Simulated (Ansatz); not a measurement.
# Which site? a vacancy of B in random zinc-blende (B, In, Al)As solid solution (64 atoms): runs compared

Aim: make a vacancy of B at several sites of random zinc-blende (B, In, Al)As solid solution (64 atoms), relax each, and compare their energies.

Computed with Ansatz 0.2.0: Kohn-Sham DFT, PBE, PAW (set soft_1), plane waves.

## (1) The cell as built

The cell holds 64 atoms: 10 B, 32 As, 11 Al and 11 In. Cell: a = 10.998 Å, b = 10.998 Å, c = 10.998 Å, α = 90.0°, β = 90.0°, γ = 90.0°. It derives from BAs and InAs and AlAs. Zinc-blende lattice (a = 5.499 Å, the mean of the end members), 2 x 2 x 2 cells, metal sites filled at random with 10 B, 11 In, 11 Al; every coordinate displaced by a Gaussian of 0.05 Å.

What the set-up can't give: The Brillouin zone is sampled at Γ only, in a cell whose shortest periodic width is 11 Å.

## (2) The reference run

The reference is a single point at the end of the relaxation.

Every defect cell starts from the geometry of this run and is relaxed in the fixed cell.

Its input, with most atom lines left out:

```yaml
crystal:
  lattice:
    - [10.998, 0.0, 0.0]
    - [0.0, 10.998, 0.0]
    - [0.0, 0.0, 10.998]
  atoms:
    - { symbol: B, position: [0.00131, 0.01922, 0.01493] }
    - { symbol: As, position: [0.13815, 0.11843, 0.12037] }
    - { symbol: Al, position: [0.00138, 0.24097, 0.24058] }
    - { symbol: As, position: [0.13729, 0.37291, 0.35497] }
    - { symbol: B, position: [0.26257, 0.01694, 0.23704] }
    - { symbol: As, position: [0.38747, 0.11628, 0.35507] }
    - { symbol: B, position: [0.24836, 0.23104, 0.01468] }
    [... atom lines 8 to 64 left out ...]
kpoints:
  mp_grid: { grid: [1, 1, 1] }
hamiltonian:
  xc: pbe
  pseudopotentials: { kind: paw, azcp: { folder: soft_1 } }
scf:
  occupations: { method: gaussian, width: 0.025 }
output:
  forces: true
  stress: true
  populations: true
  dos:
    method: { smearing: { sigma: 0.08 } }
    de: 0.1
    projected: { site_lists: { Al: [Al], As: [As], B: [B], In: [In] } }
  eigenvalues: true
  write_density: true
  write_potential: true
  volumetric_format: npy
```

| Quantity | Value |
| --- | --- |
| free energy per atom | -3506.9577 eV/atom |
| r.m.s. force component | 0.00691 eV/Å |
| pressure | 3.827 GPa |

Filled and empty levels are parted by 0.588 eV at Γ alone; the mesh holds the band edges only if they fold onto it, so the gap at this level can be narrower or closed, while semilocal functionals tend to narrow gaps against experiment.

## (3) The runs

Each row is one run, on 4 threads of Arm Neoverse V2, shared host. The free energy is the program's total, comparable only between runs with the same functional, potentials and atoms.

```csv
run,atoms,outcome,"ionic steps, all passes",free energy (eV),time,host memory (GiB)
Single point at the start,64,converged,-,-224421.353,14 s,1.7
Relaxation,64,converged,8,-224445.293,81 s,1.8
Single point at the relaxed geometry,64,converged,-,-224445.293,25 s,1.8
"Vacancy of B, site B33",63,converged,7,-224288.814,2.4 min,1.8
"Vacancy of B, site B11",63,converged,7,-224289.295,2.5 min,1.8
"Vacancy of B, site B1",63,converged,5,-224288.954,1.7 min,1.8
"Vacancy of B, site B7",63,converged,28,-224289.160,11 min,1.8
"Vacancy of B, site B39",63,converged,5,-224288.990,1.9 min,1.8
"Vacancy of B, site B5",63,converged,5,-224288.953,2 min,1.8
```

The surroundings of site B11, the cheapest one, after relaxation: 13 atoms, nearest first, with positions taken from that point. Atoms keep their numbers of the cell before the removal, where the removed atom was number 11.

| atom | x | y | z | distance (Å) | bonds |
| --- | --- | --- | --- | --- | --- |
| As48 | -1.01 | 0.84 | -1.15 | 1.75 | 4 |
| As12 | 1.63 | 0.81 | 1.17 | 2.16 | 4 |
| As10 | 1.04 | -0.97 | -1.86 | 2.34 | 4 |
| As46 | -1.50 | -1.12 | 1.56 | 2.44 | 3 |
| In17 | 0.02 | 2.53 | 2.30 | 3.42 | 4 |
| In13 | 2.54 | -2.42 | -0.19 | 3.51 | 4 |
| B1 | -0.09 | -2.31 | 2.74 | 3.59 | 4 |
| Al45 | -2.93 | -2.33 | -0.14 | 3.75 | 4 |
| Al61 | -2.67 | 2.66 | -0.34 | 3.78 | 4 |
| Al29 | 2.55 | 2.85 | 0.06 | 3.82 | 4 |
| B7 | 2.76 | 0.03 | 2.75 | 3.90 | 4 |
| B39 | -2.89 | -0.01 | 2.65 | 3.92 | 4 |
| In25 | -0.10 | 2.82 | -2.77 | 3.95 | 4 |

The column of bonds counts only the pairs As-As within 3.24 Å, As-Al within 2.93 Å, As-In within 3.23 Å, As-B within 2.48 Å; other neighbours, such as metal atoms beside each other in a compound, aren't counted, and periodic images can show an atom twice.

## (4) The sites compared

All these cells hold the same atoms, so their energies can be compared with no chemical potential.

```
site  neighbours  mean distance (Å)  atoms within 6 Å  energy over the best site (eV)  before relaxation (eV)  gain on relaxing (eV)
 B11         As4               2.15                40                            0.00                    0.00                   0.72
  B7         As4               2.13                41                            0.13                    0.47                   1.05
 B39         As4               2.16                40                            0.30                    0.34                   0.76
  B1         As4               2.16                42                            0.34                    0.35                   0.73
  B5         As4               2.14                41                            0.34                    0.27                   0.65
 B33         As4               2.12                38                            0.48                    0.35                   0.58
```

Neighbours are those of the relaxed host within 2.48 Å (As-B); other pairs aren't counted.

## (5) Outcome

The cheapest site is B11 (4 neighbours, As4); the dearest, B33 (4 neighbours, As4), costs 0.48 eV more. Over 6 sites the energy shows no clear trend with the mean distance to neighbours. Sites with the same first shell differ by up to 0.48 eV, from their geometry, farther neighbours or both. The chemistry differs between sites, which can decide the order more than coordination does: at B7 As moved to within 1.0 Å of the empty place. Relaxation gains 0.58 to 1.1 eV and leaves the best site the same.

**Limits.** Defects are neutral and interact with their images. The defect cells ran without spin polarisation, so cut bonds can't carry moments. Only 6 of the 10 B sites were tried; unless symmetry makes the others alike to these, a cheaper one may exist. The change leaves an odd electron count, and these runs have no spin polarisation. The host structure and its lattice constant were typed by rule, without a check against the phase diagram. The pressure of 3.8 GPa says that the cell would expand at this level of theory.

The DFT runs together took 24 min of wall time.

[Logs are printed without paths, hosts, clocks, repeated set-up lines and the standing remarks that a program may print on its own settings, such as how far it seeks lower states.]

[Hosts, paths, dates, database ids (printed as entryN), source tags and the programs' standing remarks are cut or masked in the printed files.]
